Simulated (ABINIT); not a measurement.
# BaLiF3 (Pm-3m): a self-consistent loop beyond G0W0, cycle by cycle

Wanted: G0W0 and self-consistent gaps of BaLiF3 (Pm-3m), with the cost of the cycles.

Method: LDA and many-body steps on it, plane waves, in ABINIT 10.8.3.

Most raw output is cut from this account.

## Step 1: The starting structure

Symmetry: Pm-3m, No. 221, cubic system. Conventional cell: a = 3.989 Å, b = 3.989 Å, c = 3.989 Å, α = 90.00°, β = 90.00°, γ = 90.00°. Ba has 12 F at 2.82 Å nearest. Nearest to Li lie 6 F at 1.99 Å. F has 2 Li at 1.99 Å and 4 Ba at 2.82 Å nearest. Farther neighbours and most contacts between anions are not listed.

The cell and positions are those that the Materials Project relaxed with its own functionals (PBE, PBE+U or r2SCAN), kept fixed. Spin-orbit coupling is left out unless a step names it.

## Step 2: Empty states on the mesh, 2×2×2 mesh, 63 bands

This step: ABINIT 10.8.3; DFT, LDA, plane waves, norm-conserving pseudopotentials.

The sums over transitions need many empty states on a uniform mesh; this step solves for them.

File run.abi:

```
acell 3*1.0 Angstrom
rprim 
  3.988581640000 0.000000000000 0.000000000000
  0.000000000000 3.988581640000 0.000000000000
  0.000000000000 0.000000000000 3.988581640000
ntypat 3
znucl 56 3 9
natom 5
typat 1 2 3 3 3
xred 
  0.000000000000 0.000000000000 0.000000000000
  0.500000000000 0.500000000000 0.500000000000
  0.000000000000 0.500000000000 0.500000000000
  0.500000000000 0.500000000000 0.000000000000
  0.500000000000 0.000000000000 0.500000000000
pp_dirpath "pseudos"
pseudos "Ba.upf, Li.upf, F.upf"
ecut 36
ngkpt 2 2 2
nshiftk 1
shiftk 0 0 0
kptopt 1
chksymbreak 0
iscf -2
irdden 1
istwfk *1
nband 63
nbdbuf 4
tolwfr 1e-09
nstep 60
prtvol 0
indata_prefix "in"
outdata_prefix "out"
tmpdata_prefix "tmp"
```

On the command line:

```
$ OMP_NUM_THREADS=1 mpirun -n 4 abinit run.abi > log
```

Wall time 16 s (4 MPI ranks of Arm Neoverse N1, shared host); peak memory 0.29 GiB.

Numbers from this step:

```
gap                                                           : 6.550 eV
k of the valence top                                          : 0, 0, 0
k of the conduction bottom                                    : 0, 0, 0
least direct gap                                              : 6.550 eV
k points computed                                             : 4
lowest point of the top converged band, above the valence top : 39.93 eV
```

On this mesh the gap is 6.550 eV.

The density comes from a self-consistent run that is not shown.

## Step 3: Screening, 2×2×2 mesh, 59 bands, screening to 106.1 eV

The RPA dielectric matrix is built and inverted for each q.

This step: RPA screening on LDA, plane waves, norm-conserving pseudopotentials.

Changes to run.abi since step 2:

```diff
@@ -23,10 +23,11 @@
 chksymbreak 0
-iscf -2
-irdden 1
 istwfk *1
-nband 63
-nbdbuf 4
-tolwfr 1e-09
-nstep 60
-prtvol 0
+occopt 1
+irdwfk 1
+optdriver 3
+nband 59
+ecuteps 3.9
+inclvkb 2
+awtr 1
+symchi 1
 indata_prefix "in"
```

It took 10 s on 4 MPI ranks; peak memory 0.55 GiB; 41 s of CPU time.

This step gave:

```yaml
eps_infinity_with_local_fields_on_this_mesh_along_the_program_s_q_direction: 2.678
the_same_without_local_fields: 2.889
plasma_frequency: 27.18 eV
plane_waves_in_the_screening_matrix: 171
```

Local fields lower ε∞ by 7 %. On a Γ-centred mesh this coarse the value itself is usually too large, while a short band sum pulls it down.

## Step 4: G0W0

The self-energy is evaluated for the states that the input lists, and the levels follow from it, in one-shot runs by the linearised quasiparticle equation.

This step: G0W0 on LDA, plane waves, norm-conserving pseudopotentials.

Changes to run.abi since step 3:

```diff
@@ -26,8 +26,15 @@
 irdwfk 1
-optdriver 3
+optdriver 4
 nband 59
+gwcalctyp 0
+ecutsigx 36
+symsigma 1
+nkptgw 1
+kptgw 
+  0.0000000000 0.0000000000 0.0000000000
+bdgw 
+  15 19
 ecuteps 3.9
-inclvkb 2
-awtr 1
-symchi 1
+irdscr 1
+ppmodel 1
 indata_prefix "in"
```

The job ended after 5.6 s (4 MPI ranks; peak memory 0.19 GiB).

This step gave:

```
G0W0 gap on the points computed              : 10.01 eV
starting gap on the mesh                     : 6.550 eV
k of the valence top                         : 0, 0, 0
k of the conduction bottom                   : 0, 0, 0
Z at the valence top                         : 0.806
Z at the conduction bottom                   : 0.879
least direct G0W0 gap on the computed points : 10.01 eV
```

The gap on the mesh goes from 6.55 eV to 10.01 eV, a correction of +3.46 eV.

## Step 5: evGW0, cycle 1

This step: evGW0 on LDA, plane waves, norm-conserving pseudopotentials.

Changes to run.abi since step 4:

```diff
@@ -28,10 +28,16 @@
 nband 59
-gwcalctyp 0
+gwcalctyp 10
 ecutsigx 36
 symsigma 1
-nkptgw 1
+nkptgw 4
 kptgw 
   0.0000000000 0.0000000000 0.0000000000
+  0.5000000000 0.0000000000 0.0000000000
+  0.5000000000 0.5000000000 0.0000000000
+  0.5000000000 0.5000000000 0.5000000000
 bdgw 
-  15 19
+  6 26
+  6 26
+  6 26
+  6 26
 ecuteps 3.9
```

Elapsed: 30 s, on 4 MPI ranks; peak memory 1.1 GiB.

Numbers from this step:

```yaml
quasiparticle_gap_on_the_mesh: 10.64 eV
gap_of_the_density_functional_on_the_mesh: 6.550 eV
k_of_the_valence_top: 0, 0, 0
k_of_the_conduction_bottom: 0, 0, 0
z_at_the_valence_top: 0.806
z_at_the_conduction_bottom: 0.879
least_direct_quasiparticle_gap_on_the_computed_points: 10.64 eV
```

Against G0W0 in ABINIT (2×2×2 mesh, 59 bands, screening to 106.1 eV, Godby-Needs plasmon pole), the gap moves by +0.631 eV. This first cycle still uses the starting levels; it takes the full correction, at all points of the mesh, and its linearised value is 10.007 eV.

## Step 6: evGW0, cycle 2

The corrected levels of the last cycle go back in.

Changes to run.abi since step 5:

```diff
@@ -45,2 +45,3 @@
 ppmodel 1
+irdqps 1
 indata_prefix "in"
```

Wall time 31 s (4 MPI ranks); peak memory 1.1 GiB.

Numbers from this step:

* quasiparticle gap on the mesh: 10.51 eV
* gap of the density functional on the mesh: 6.550 eV
* k of the valence top: 0, 0, 0
* k of the conduction bottom: 0, 0, 0
* least direct quasiparticle gap on the computed points: 10.51 eV

Against the cycle before, the gap moves by −0.125 eV.

## Step 7: evGW0, cycle 3

run.abi is that of step 6.

Run time: 31 s. Hardware: 4 MPI ranks; peak memory 1.1 GiB; 2 min of CPU time.

Numbers from this step:

| Property | Result |
| --- | --- |
| quasiparticle gap on the mesh | 10.51 eV |
| gap of the density functional on the mesh | 6.550 eV |
| k of the valence top | 0, 0, 0 |
| k of the conduction bottom | 0, 0, 0 |
| least direct quasiparticle gap on the computed points | 10.51 eV |

Against the cycle before, the gap moves by −0.001 eV.

## Step 8: Screening, 2×2×2 mesh, 59 bands, screening to 106.1 eV

This step: RPA screening on LDA, plane waves, norm-conserving pseudopotentials.

Changes to run.abi since step 7:

```diff
@@ -26,22 +26,13 @@
 irdwfk 1
-optdriver 4
+optdriver 3
 nband 59
+ecuteps 3.9
+inclvkb 2
+awtr 1
+symchi 1
 gwcalctyp 10
-ecutsigx 36
-symsigma 1
-nkptgw 4
-kptgw 
-  0.0000000000 0.0000000000 0.0000000000
-  0.5000000000 0.0000000000 0.0000000000
-  0.5000000000 0.5000000000 0.0000000000
-  0.5000000000 0.5000000000 0.5000000000
-bdgw 
-  6 26
-  6 26
-  6 26
-  6 26
-ecuteps 3.9
-irdscr 1
-ppmodel 1
-irdqps 1
+mbpt_sciss 4.160 eV
+nqptdm 1
+qptdm 
+  0 0 0
 indata_prefix "in"
```

It took 8 s on 4 MPI ranks; peak memory 0.51 GiB.

Numbers from this step:

* ε∞ with local fields, on this mesh, along the program's q direction: 2.279
* the same without local fields: 2.424
* plasma frequency: 27.18 eV
* plane waves in the screening matrix: 171

This screening uses the functional's bands under a rigid shift, the mean opening of the cycle before.

## Step 9: Screening, 2×2×2 mesh, 59 bands, screening to 106.1 eV

This step: RPA screening on LDA from quasiparticle energies, plane waves, norm-conserving pseudopotentials.

Changes to run.abi since step 8:

```diff
@@ -32,7 +32,9 @@
 symchi 1
+irdqps 1
 gwcalctyp 10
-mbpt_sciss 4.160 eV
-nqptdm 1
+nqptdm 3
 qptdm 
-  0 0 0
+  0.5000000000 0.0000000000 0.0000000000
+  0.5000000000 0.5000000000 0.0000000000
+  0.5000000000 0.5000000000 0.5000000000
 indata_prefix "in"
```

File mrgscr.stdin:

```
2
merged
q0_SCR
out_SCR
1
```

On the command line:

```
$ OMP_NUM_THREADS=1 mpirun -n 4 abinit run.abi > log; mrgscr < mrgscr.stdin
```

Run time: 6.5 s. Hardware: 4 MPI ranks; peak memory 0.46 GiB.

This step gave:

- plasma frequency: 27.18 eV
- plane waves in the screening matrix: 171

This screening reads the quasiparticle levels of the cycle before.

## Step 10: evGW, cycle 1

This step: evGW on LDA, plane waves, norm-conserving pseudopotentials.

Changes to run.abi since step 9:

```diff
@@ -26,12 +26,10 @@
 irdwfk 1
-optdriver 3
+optdriver 4
 nband 59
-ecuteps 3.9
-inclvkb 2
-awtr 1
-symchi 1
-irdqps 1
 gwcalctyp 10
-nqptdm 3
-qptdm 
+ecutsigx 36
+symsigma 1
+nkptgw 4
+kptgw 
+  0.0000000000 0.0000000000 0.0000000000
   0.5000000000 0.0000000000 0.0000000000
@@ -39,2 +37,11 @@
   0.5000000000 0.5000000000 0.5000000000
+bdgw 
+  6 26
+  6 26
+  6 26
+  6 26
+ecuteps 3.9
+irdscr 1
+ppmodel 1
+irdqps 1
 indata_prefix "in"
```

On the command line:

```
$ OMP_NUM_THREADS=1 mpirun -n 4 abinit run.abi > log
```

It took 30 s on 4 MPI ranks; peak memory 1.1 GiB.

This step gave:

```
quasiparticle gap on the mesh                         : 11.33 eV
gap of the density functional on the mesh             : 6.550 eV
k of the valence top                                  : 0, 0, 0
k of the conduction bottom                            : 0, 0, 0
least direct quasiparticle gap on the computed points : 11.33 eV
```

Against G0W0 in ABINIT (2×2×2 mesh, 59 bands, screening to 106.1 eV, Godby-Needs plasmon pole), the gap moves by +1.321 eV.

## Step 11: Screening, 2×2×2 mesh, 59 bands, screening to 106.1 eV

This step: RPA screening on LDA, plane waves, norm-conserving pseudopotentials.

Changes to run.abi since step 10:

```diff
@@ -26,22 +26,13 @@
 irdwfk 1
-optdriver 4
+optdriver 3
 nband 59
+ecuteps 3.9
+inclvkb 2
+awtr 1
+symchi 1
 gwcalctyp 10
-ecutsigx 36
-symsigma 1
-nkptgw 4
-kptgw 
-  0.0000000000 0.0000000000 0.0000000000
-  0.5000000000 0.0000000000 0.0000000000
-  0.5000000000 0.5000000000 0.0000000000
-  0.5000000000 0.5000000000 0.5000000000
-bdgw 
-  6 26
-  6 26
-  6 26
-  6 26
-ecuteps 3.9
-irdscr 1
-ppmodel 1
-irdqps 1
+mbpt_sciss 4.992 eV
+nqptdm 1
+qptdm 
+  0 0 0
 indata_prefix "in"
```

The job ended after 8 s (4 MPI ranks; peak memory 0.51 GiB; 32 s of CPU time).

This step gave:

- ε∞ with local fields, on this mesh, along the program's q direction: 2.223
- the same without local fields: 2.359
- plasma frequency: 27.18 eV
- plane waves in the screening matrix: 171

This screening uses the functional's bands under a rigid shift, the mean opening of the cycle before.

## Step 12: Screening, 2×2×2 mesh, 59 bands, screening to 106.1 eV

This step: RPA screening on LDA from quasiparticle energies, plane waves, norm-conserving pseudopotentials.

Changes to run.abi since step 11:

```diff
@@ -32,7 +32,9 @@
 symchi 1
+irdqps 1
 gwcalctyp 10
-mbpt_sciss 4.992 eV
-nqptdm 1
+nqptdm 3
 qptdm 
-  0 0 0
+  0.5000000000 0.0000000000 0.0000000000
+  0.5000000000 0.5000000000 0.0000000000
+  0.5000000000 0.5000000000 0.5000000000
 indata_prefix "in"
```

mrgscr.stdin is that of step 9.

On the command line:

```
$ OMP_NUM_THREADS=1 mpirun -n 4 abinit run.abi > log; mrgscr < mrgscr.stdin
```

Run time: 6.6 s. Hardware: 4 MPI ranks; peak memory 0.46 GiB; 26 s of CPU time.

Numbers from this step:

- plasma frequency: 27.18 eV
- plane waves in the screening matrix: 171

This screening reads the quasiparticle levels of the cycle before.

## Step 13: evGW, cycle 2

This step: evGW on LDA, plane waves, norm-conserving pseudopotentials.

Changes to run.abi since step 12:

```diff
@@ -26,12 +26,10 @@
 irdwfk 1
-optdriver 3
+optdriver 4
 nband 59
-ecuteps 3.9
-inclvkb 2
-awtr 1
-symchi 1
-irdqps 1
 gwcalctyp 10
-nqptdm 3
-qptdm 
+ecutsigx 36
+symsigma 1
+nkptgw 4
+kptgw 
+  0.0000000000 0.0000000000 0.0000000000
   0.5000000000 0.0000000000 0.0000000000
@@ -39,2 +37,11 @@
   0.5000000000 0.5000000000 0.5000000000
+bdgw 
+  6 26
+  6 26
+  6 26
+  6 26
+ecuteps 3.9
+irdscr 1
+ppmodel 1
+irdqps 1
 indata_prefix "in"
```

On the command line:

```
$ OMP_NUM_THREADS=1 mpirun -n 4 abinit run.abi > log
```

It took 30 s on 4 MPI ranks; peak memory 1.1 GiB; 2 min of CPU time.

Numbers from this step:

```yaml
quasiparticle_gap_on_the_mesh: 11.44 eV
gap_of_the_density_functional_on_the_mesh: 6.550 eV
k_of_the_valence_top: 0, 0, 0
k_of_the_conduction_bottom: 0, 0, 0
least_direct_quasiparticle_gap_on_the_computed_points: 11.44 eV
```

Against the cycle before, the gap moves by +0.115 eV.

## Step 14: Screening, 2×2×2 mesh, 59 bands, screening to 106.1 eV

This step: RPA screening on LDA, plane waves, norm-conserving pseudopotentials.

Changes to run.abi since step 13:

```diff
@@ -26,22 +26,13 @@
 irdwfk 1
-optdriver 4
+optdriver 3
 nband 59
+ecuteps 3.9
+inclvkb 2
+awtr 1
+symchi 1
 gwcalctyp 10
-ecutsigx 36
-symsigma 1
-nkptgw 4
-kptgw 
-  0.0000000000 0.0000000000 0.0000000000
-  0.5000000000 0.0000000000 0.0000000000
-  0.5000000000 0.5000000000 0.0000000000
-  0.5000000000 0.5000000000 0.5000000000
-bdgw 
-  6 26
-  6 26
-  6 26
-  6 26
-ecuteps 3.9
-irdscr 1
-ppmodel 1
-irdqps 1
+mbpt_sciss 5.104 eV
+nqptdm 1
+qptdm 
+  0 0 0
 indata_prefix "in"
```

Elapsed: 8 s, on 4 MPI ranks; peak memory 0.51 GiB.

This step gave:

```
ε∞ with local fields, on this mesh, along the program's q direction : 2.216
the same without local fields                                       : 2.350
plasma frequency                                                    : 27.18 eV
plane waves in the screening matrix                                 : 171
```

This screening uses the functional's bands under a rigid shift, the mean opening of the cycle before.

## Step 15: Screening, 2×2×2 mesh, 59 bands, screening to 106.1 eV

This step: RPA screening on LDA from quasiparticle energies, plane waves, norm-conserving pseudopotentials.

Changes to run.abi since step 14:

```diff
@@ -32,7 +32,9 @@
 symchi 1
+irdqps 1
 gwcalctyp 10
-mbpt_sciss 5.104 eV
-nqptdm 1
+nqptdm 3
 qptdm 
-  0 0 0
+  0.5000000000 0.0000000000 0.0000000000
+  0.5000000000 0.5000000000 0.0000000000
+  0.5000000000 0.5000000000 0.5000000000
 indata_prefix "in"
```

mrgscr.stdin is that of step 12.

On the command line:

```
$ OMP_NUM_THREADS=1 mpirun -n 4 abinit run.abi > log; mrgscr < mrgscr.stdin
```

The job ended after 6.6 s (4 MPI ranks; peak memory 0.46 GiB; 26 s of CPU time).

Numbers from this step:

```
plasma frequency                    : 27.18 eV
plane waves in the screening matrix : 171
```

This screening reads the quasiparticle levels of the cycle before.

(Part 1 of 2 ends here.)

[Paths, hosts, dates, memory and timing lines, banners, echoed tables and standing remarks are left out of the program output.]

[Logs are printed without paths, hosts, clocks, repeated set-up lines and the standing remarks that a program may print on its own settings, such as how far it seeks lower states.]

[Runs of the session that timed out or met a known fault of the program may be left out.]

[Hosts, paths, dates, database ids (printed as entryN), source tags and the programs' standing remarks are cut or masked in the printed files.]

[G0W0 gaps are taken among the corrected bands and points alone; a level outside them can change the order at an edge.]

[Where Ansatz stands beside ABINIT at settings called matched, ABINIT's density can come from a denser mesh and the files from another edition; pairs whose starting gaps differed by over 0.03 eV were left out, so agreement reads better than it is.]
